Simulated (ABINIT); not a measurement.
**SiC (Moissanite): G0W0 in ABINIT against the bands in the self-energy**

Wanted: the cheapest bands in the self-energy that holds the gap of SiC (Moissanite).

Main program and level: ABINIT 10.8.3; LDA and many-body steps on it, plane waves.

## (1) The structure

The structure is hexagonal, space group P6_3mc (No. 186). The conventional cell has a = 3.076 Å, b = 3.076 Å, c = 5.048 Å, α = 90.00°, β = 90.00°, γ = 120.00°. Nearest to Si lie 4 C at 1.87 to 1.94 Å. Nearest to C lie 4 Si at 1.87 to 1.94 Å. Farther neighbours are not listed.

Coordinates:

```cif
data_structure
_symmetry_space_group_name_H-M 'P 1'
_symmetry_Int_Tables_number 1
_cell_length_a 3.0760
_cell_length_b 3.0760
_cell_length_c 5.0480
_cell_angle_alpha 90.000
_cell_angle_beta 90.000
_cell_angle_gamma 120.000
_cell_volume 41.36
loop_
_atom_site_label
_atom_site_type_symbol
_atom_site_fract_x
_atom_site_fract_y
_atom_site_fract_z
_atom_site_occupancy
Si1 Si 0.33333 0.66667 0.00000 1
Si2 Si 0.66667 0.33333 0.50000 1
C3 C 0.33333 0.66667 0.38500 1
C4 C 0.66667 0.33333 0.88500 1
```

The cell and positions come from the Crystallography Open Database and are kept as given unless a step says otherwise.

## (2) Screening, 3×3×2 mesh, 131 bands, screening to 217.7 eV

This step: ABINIT 10.8.3; RPA screening on LDA, plane waves, norm-conserving pseudopotentials.

The RPA dielectric matrix is built and inverted for each q.

Input file run.abi:

```
acell 3*1.0 Angstrom
rprim 
  3.075999999976 0.000000000005 0.000000000000
  -1.537999999993 2.663894142018 0.000000000000
  0.000000000000 0.000000000000 5.048000000000
ntypat 2
znucl 14 6
natom 4
typat 1 1 2 2
xred 
  0.333333333333 0.666666666667 0.000000000000
  0.666666666667 0.333333333333 0.500000000000
  0.333333333333 0.666666666667 0.385000000000
  0.666666666667 0.333333333333 0.885000000000
pp_dirpath "pseudos"
pseudos "Si.upf, C.upf"
ecut 37
ngkpt 3 3 2
nshiftk 1
shiftk 0 0 0
kptopt 1
chksymbreak 0
istwfk *1
occopt 1
irdwfk 1
optdriver 3
nband 131
ecuteps 8
inclvkb 2
awtr 1
symchi 1
indata_prefix "in"
outdata_prefix "out"
tmpdata_prefix "tmp"
```

On the command line:

```
$ OMP_NUM_THREADS=1 mpirun -n 4 abinit run.abi > log
```

Output:

```text
.Version 10.8.3 of ABINIT. v10.8.2 released Aug 2026.

 Symmetries : space group P6_3 m c (#186); Bravais hP (primitive hexag.)
[... echo of the input left out ...]
== DATASET  1 ==================================================================
-   mpi_nproc: 4, omp_nthreads: 1 (-1 if OMP is not activated)

--- !DatasetInfo
iteration_state: {dtset: 1, }
dimensions: {natom: 4, nkpt: 6, mband: 131, nsppol: 1, nspinor: 1, nspden: 1, mpw: 3018, }
cutoff_energies: {ecut:  37.0, pawecutdg:  -1.0, }
electrons: {nelect:   1.60000000E+01, charge:   0.00000000E+00, occopt:   1.00000000E+00, tsmear:   1.00000000E-02, }

 SCREENING: Calculation of the susceptibility and dielectric matrices

 Based on a program developped by R.W. Godby, V. Olevano, G. Onida, and L. Reining.
 Incorporated in ABINIT by V. Olevano, G.-M. Rignanese, and M. Torrent.
.Using double precision arithmetic ; gwpc =  8

[... cell and pseudopotentials left out ...]
--------------------------------------------------------------------------------

 ==== K-mesh for the wavefunctions ====
 Number of points in the irreducible wedge :     6
[... list of points left out ...]
 Together with 12 symmetry operations and time-reversal symmetry
 yields    18 points in the full Brillouin Zone.

 ==== Q-mesh for the screening function ====
 Number of points in the irreducible wedge :     6
[... list of points left out ...]
 Together with 12 symmetry operations and time-reversal symmetry
 yields    18 points in the full Brillouin Zone.

 setmesh: FFT mesh size selected  =    24x   24x   40
          total number of points  =        23040

 vcoul_init : cutoff-mode = AUXILIARY_FUNCTION
 q-points for optical limit:   1
     1)      0.000010    0.000020    0.000030

- screening: taking advantage of time-reversal symmetry
- Maximum band index for partially occupied states nbvw = 8
- Remaining bands to be divided among processors   nbcw = 123
- Number of bands treated by each node ~30

 Number of electrons calculated from density =   16.0000; Expected =   16.0000
 average of density, n =  0.057319
 r_s =    1.6089
 omega_plasma =   23.0944 [eV]

 calculating chi0 at frequencies [eV] :
  1    0.000000E+00    0.000000E+00
  2    0.000000E+00    2.309436E+01

--------------------------------------------------------------------------------
  q-point number  1        q = ( 0.000000, 0.000000, 0.000000) [r.l.u.]
--------------------------------------------------------------------------------
[... chi0 elements left out ...]
 For q-point:  0.000010 0.000020 0.000030
  dielectric constant =   8.7893
  dielectric constant without local fields =   9.6306

  Average fulfillment of the sum rule on Im[epsilon] for q-point    1 :     87.68  [%]
[... wings left out ...]
  q-point number  2        q = ( 0.333333, 0.000000, 0.000000) [r.l.u.]
--------------------------------------------------------------------------------
[... chi0 elements left out ...]
  Average fulfillment of the sum rule on Im[epsilon] for q-point    2 :     90.25  [%]

 [... 4 further q-points ...]
```

It took 15 s on 4 MPI ranks of Arm Neoverse V1, shared host; peak memory 0.64 GiB.

This step gave:

```yaml
eps_infinity_with_local_fields_on_this_mesh_along_the_program_s_q_direction: 8.789
the_same_without_local_fields: 9.631
plasma_frequency: 23.09 eV
plane_waves_in_the_screening_matrix: 313
```

Local fields lower ε∞ by 9 %. On a Γ-centred mesh this coarse the value itself is usually too large, while a short band sum pulls it down.

## (3) 16 bands

This step: G0W0 on LDA, plane waves, norm-conserving pseudopotentials.

Changes to run.abi since step 2:

```diff
@@ -25,8 +25,19 @@
 irdwfk 1
-optdriver 3
-nband 131
+optdriver 4
+nband 16
+gwcalctyp 0
+ecutsigx 37
+symsigma 1
+nkptgw 3
+kptgw 
+  0.0000000000 0.0000000000 0.0000000000
+  0.3333333333 0.3333333333 0.0000000000
+  0.3333333333 0.0000000000 0.0000000000
+bdgw 
+  6 10
+  7 10
+  7 10
 ecuteps 8
-inclvkb 2
-awtr 1
-symchi 1
+irdscr 1
+ppmodel 1
 indata_prefix "in"
```

Output:

```text
.Version 10.8.3 of ABINIT. v10.8.2 released Aug 2026.

 Symmetries : space group P6_3 m c (#186); Bravais hP (primitive hexag.)
[... echo of the input left out ...]
== DATASET  1 ==================================================================
-   mpi_nproc: 4, omp_nthreads: 1 (-1 if OMP is not activated)

--- !DatasetInfo
iteration_state: {dtset: 1, }
dimensions: {natom: 4, nkpt: 6, mband: 16, nsppol: 1, nspinor: 1, nspden: 1, mpw: 3018, }
cutoff_energies: {ecut:  37.0, pawecutdg:  -1.0, }
electrons: {nelect:   1.60000000E+01, charge:   0.00000000E+00, occopt:   1.00000000E+00, tsmear:   1.00000000E-02, }

 SIGMA: Calculation of the GW corrections

 Based on a program developped by R.W. Godby, V. Olevano, G. Onida, and L. Reining.
 Incorporated in ABINIT by V. Olevano, G.-M. Rignanese, and M. Torrent.
.Using double precision arithmetic ; gwpc =  8

[... cell and pseudopotentials left out ...]
--------------------------------------------------------------------------------

 ==== K-mesh for the wavefunctions ====
 Number of points in the irreducible wedge :     6
[... list of points left out ...]
 Together with 12 symmetry operations and time-reversal symmetry
 yields    18 points in the full Brillouin Zone.

 ==== Q-mesh for screening function ====
 Number of points in the irreducible wedge :     6
[... list of points left out ...]
 Together with 12 symmetry operations and time-reversal symmetry
 yields    18 points in the full Brillouin Zone.

 vcoul_init : cutoff-mode = AUXILIARY_FUNCTION
 q-points for optical limit:   1
     1)      0.000010    0.000020    0.000030
 setmesh: FFT mesh size selected  =    27x   27x   54
          total number of points  =        39366

 Number of electrons calculated from density =   16.0000; Expected =   16.0000
 average of density, n =  0.057319
 r_s =    1.6089
 omega_plasma =   23.0944 [eV]

 === KS Band Gaps ===
  >>>> For spin  1
   Minimum direct gap =   4.3111 [eV], located at k-point      :   0.3333  0.0000  0.0000
   Fundamental gap    =   2.2220 [eV], Top of valence bands at :   0.0000  0.0000  0.0000
                                       Bottom of conduction at :   0.3333  0.3333  0.0000
 SIGMA fundamental parameters:
 PLASMON POLE MODEL  1
 number of plane-waves for SigmaX                 2997
 number of plane-waves for SigmaC and W            313
 number of plane-waves for wavefunctions          2997
 number of bands                                    16
 number of independent spin polarizations            1
 number of spinorial components                      1
 number of k-points in IBZ                           6
 number of q-points in IBZ                           6
 number of symmetry operations                      12
 number of k-points in BZ                           18
 number of q-points in BZ                           18
 number of frequencies for dSigma/dE                 9
 frequency step for dSigma/dE [eV]                0.25
 number of omega for Sigma on real axis              0
 max omega for Sigma on real axis  [eV]           0.00
 zcut for avoiding poles [eV]                     0.10

 EPSILON^-1 parameters (SCR file):
 dimension of the eps^-1 matrix on file            313
 dimension of the eps^-1 matrix used               313
 number of plane-waves for wavefunctions          2997
 number of bands                                   131
 number of q-points in IBZ                           6
 number of frequencies                               2
 number of real frequencies                          1
 number of imag frequencies                          1

 matrix elements of self-energy operator (all in [eV])

 Perturbative Calculation

--- !SelfEnergy_ee
iteration_state: {dtset: 1, }
kpoint     : [   0.000,    0.000,    0.000, ]
spin       : 1
KS_gap     :    4.582
QP_gap     :    5.462
Delta_QP_KS:    0.880
data: !SigmaeeData |
     Band     E0 <VxcDFT>   SigX SigC(E0)      Z dSigC/dE  Sig(E)    E-E0       E
        6   7.133 -14.990 -17.767   4.165   0.814  -0.229 -13.861   1.129   8.261
        7   7.133 -14.990 -17.767   4.165   0.814  -0.229 -13.861   1.129   8.261
        8   7.406 -14.790 -16.951   3.675   0.816  -0.225 -13.554   1.236   8.642
        9  11.988 -12.231  -6.614  -3.070   0.831  -0.203 -10.114   2.116  14.104
       10  13.440 -12.726  -6.990  -3.300   0.823  -0.216 -10.722   2.004  15.444

--- !SelfEnergy_ee
iteration_state: {dtset: 1, }
kpoint     : [   0.333,    0.333,    0.000, ]
spin       : 1
KS_gap     :    6.273
QP_gap     :    7.496
Delta_QP_KS:    1.223
data: !SigmaeeData |
     Band     E0 <VxcDFT>   SigX SigC(E0)      Z dSigC/dE  Sig(E)    E-E0       E
        7   3.355 -12.968 -16.502   4.170   0.800  -0.249 -12.459   0.508   3.863
[...]
--- !SelfEnergy_ee
iteration_state: {dtset: 1, }
kpoint     : [   0.333,    0.000,    0.000, ]
spin       : 1
KS_gap     :    4.311
QP_gap     :    5.375
Delta_QP_KS:    1.064
data: !SigmaeeData |
     Band     E0 <VxcDFT>   SigX SigC(E0)      Z dSigC/dE  Sig(E)    E-E0       E
[...]
8   6.203 -14.579 -17.688   4.267   0.811  -0.234 -13.641   0.938   7.141
        9  10.514 -10.835  -5.676  -2.787   0.844  -0.185  -8.833   2.002  12.516
       10  12.172 -11.492  -6.132  -2.770   0.837  -0.195  -9.324   2.168  14.341

== END DATASET(S) ==============================================================
================================================================================

 -outvars: echo values of variables after computation  --------
           etotal      0.0000000000E+00
            nband          16
             nkpt           6
          spgroup         186
 [... the other variables as echoed above ...]

 Calculation completed.
```

Elapsed: 4.7 s, on 4 MPI ranks; peak memory 0.47 GiB.

Numbers from this step:

```yaml
g0w0_gap_on_the_points_computed: 2.718 eV
starting_gap_on_the_mesh: 2.222 eV
k_of_the_valence_top: 0, 0, 0
k_of_the_conduction_bottom: 0.3333, 0.3333, 0
z_at_the_valence_top: 0.816
z_at_the_conduction_bottom: 0.847
least_direct_g0w0_gap_on_the_computed_points: 5.375 eV
```

## (4) 19 bands

Changes to run.abi since step 3:

```diff
@@ -26,3 +26,3 @@
 optdriver 4
-nband 16
+nband 19
 gwcalctyp 0
```

Output:

```text
.Version 10.8.3 of ABINIT. v10.8.2 released Aug 2026.

 Symmetries : space group P6_3 m c (#186); Bravais hP (primitive hexag.)
[... echo of the input left out ...]
== DATASET  1 ==================================================================
-   mpi_nproc: 4, omp_nthreads: 1 (-1 if OMP is not activated)

--- !DatasetInfo
iteration_state: {dtset: 1, }
dimensions: {natom: 4, nkpt: 6, mband: 19, nsppol: 1, nspinor: 1, nspden: 1, mpw: 3018, }
cutoff_energies: {ecut:  37.0, pawecutdg:  -1.0, }
electrons: {nelect:   1.60000000E+01, charge:   0.00000000E+00, occopt:   1.00000000E+00, tsmear:   1.00000000E-02, }

 SIGMA: Calculation of the GW corrections

 Based on a program developped by R.W. Godby, V. Olevano, G. Onida, and L. Reining.
 Incorporated in ABINIT by V. Olevano, G.-M. Rignanese, and M. Torrent.
.Using double precision arithmetic ; gwpc =  8

[... cell and pseudopotentials left out ...]
--------------------------------------------------------------------------------

 ==== K-mesh for the wavefunctions ====
 Number of points in the irreducible wedge :     6
[... list of points left out ...]
 Together with 12 symmetry operations and time-reversal symmetry
 yields    18 points in the full Brillouin Zone.

 ==== Q-mesh for screening function ====
 Number of points in the irreducible wedge :     6
[... list of points left out ...]
 Together with 12 symmetry operations and time-reversal symmetry
 yields    18 points in the full Brillouin Zone.

 vcoul_init : cutoff-mode = AUXILIARY_FUNCTION
 q-points for optical limit:   1
     1)      0.000010    0.000020    0.000030
 setmesh: FFT mesh size selected  =    27x   27x   54
          total number of points  =        39366

 Number of electrons calculated from density =   16.0000; Expected =   16.0000
[...]
number of plane-waves for wavefunctions          2997
 number of bands                                   131
 number of q-points in IBZ                           6
 number of frequencies                               2
 number of real frequencies                          1
 number of imag frequencies                          1

 matrix elements of self-energy operator (all in [eV])

 Perturbative Calculation

--- !SelfEnergy_ee
iteration_state: {dtset: 1, }
kpoint     : [   0.000,    0.000,    0.000, ]
spin       : 1
KS_gap     :    4.582
QP_gap     :    5.322
Delta_QP_KS:    0.740
data: !SigmaeeData |
     Band     E0 <VxcDFT>   SigX SigC(E0)      Z dSigC/dE  Sig(E)    E-E0       E
        6   7.133 -14.990 -17.767   3.839   0.808  -0.237 -14.131   0.858   7.991
        7   7.133 -14.990 -17.767   3.839   0.808  -0.237 -14.131   0.858   7.991
        8   7.406 -14.790 -16.951   3.414   0.812  -0.231 -13.773   1.017   8.423
[...]
--- !SelfEnergy_ee
iteration_state: {dtset: 1, }
kpoint     : [   0.333,    0.333,    0.000, ]
spin       : 1
KS_gap     :    6.273
QP_gap     :    7.440
Delta_QP_KS:    1.167
data: !SigmaeeData |
     Band     E0 <VxcDFT>   SigX SigC(E0)      Z dSigC/dE  Sig(E)    E-E0       E
[...]
--- !SelfEnergy_ee
iteration_state: {dtset: 1, }
kpoint     : [   0.333,    0.000,    0.000, ]
spin       : 1
KS_gap     :    4.311
QP_gap     :    5.266
Delta_QP_KS:    0.955
data: !SigmaeeData |
     Band     E0 <VxcDFT>   SigX SigC(E0)      Z dSigC/dE  Sig(E)    E-E0       E
[...]
9  10.514 -10.835  -5.676  -3.216   0.836  -0.197  -9.212   1.623  12.137
       10  12.172 -11.492  -6.132  -3.122   0.830  -0.205  -9.635   1.857  14.029

== END DATASET(S) ==============================================================
================================================================================

 -outvars: echo values of variables after computation  --------
           etotal      0.0000000000E+00
            nband          19
             nkpt           6
          spgroup         186
 [... the other variables as echoed above ...]

 Calculation completed.
```

Run time: 5.1 s. Hardware: 4 MPI ranks; peak memory 0.47 GiB.

This step gave:

| Item | Value |
| --- | --- |
| G0W0 gap on the points computed | 2.701 eV |
| starting gap on the mesh | 2.222 eV |
| k of the valence top | 0, 0, 0 |
| k of the conduction bottom | 0.3333, 0.3333, 0 |
| Z at the valence top | 0.812 |
| Z at the conduction bottom | 0.842 |
| least direct G0W0 gap on the computed points | 5.266 eV |

(Part 1 of 2 ends here.)

[Paths, hosts, dates, memory and timing lines, banners, echoed tables and standing remarks are left out of the program output.]

[Logs are printed without paths, hosts, clocks, repeated set-up lines and the standing remarks that a program may print on its own settings, such as how far it seeks lower states.]

[Runs of the session that timed out or met a known fault of the program may be left out.]

[No measured gap is set beside runs whose start may be inverted or whose files or cutoffs have a known fault.]

[Hosts, paths, dates, database ids (printed as entryN), source tags and the programs' standing remarks are cut or masked in the printed files.]

[G0W0 gaps are taken among the corrected bands and points alone; a level outside them can change the order at an edge.]

[Where Ansatz stands beside ABINIT at settings called matched, ABINIT's density can come from a denser mesh and the files from another edition; pairs whose starting gaps differed by over 0.03 eV were left out, so agreement reads better than it is.]
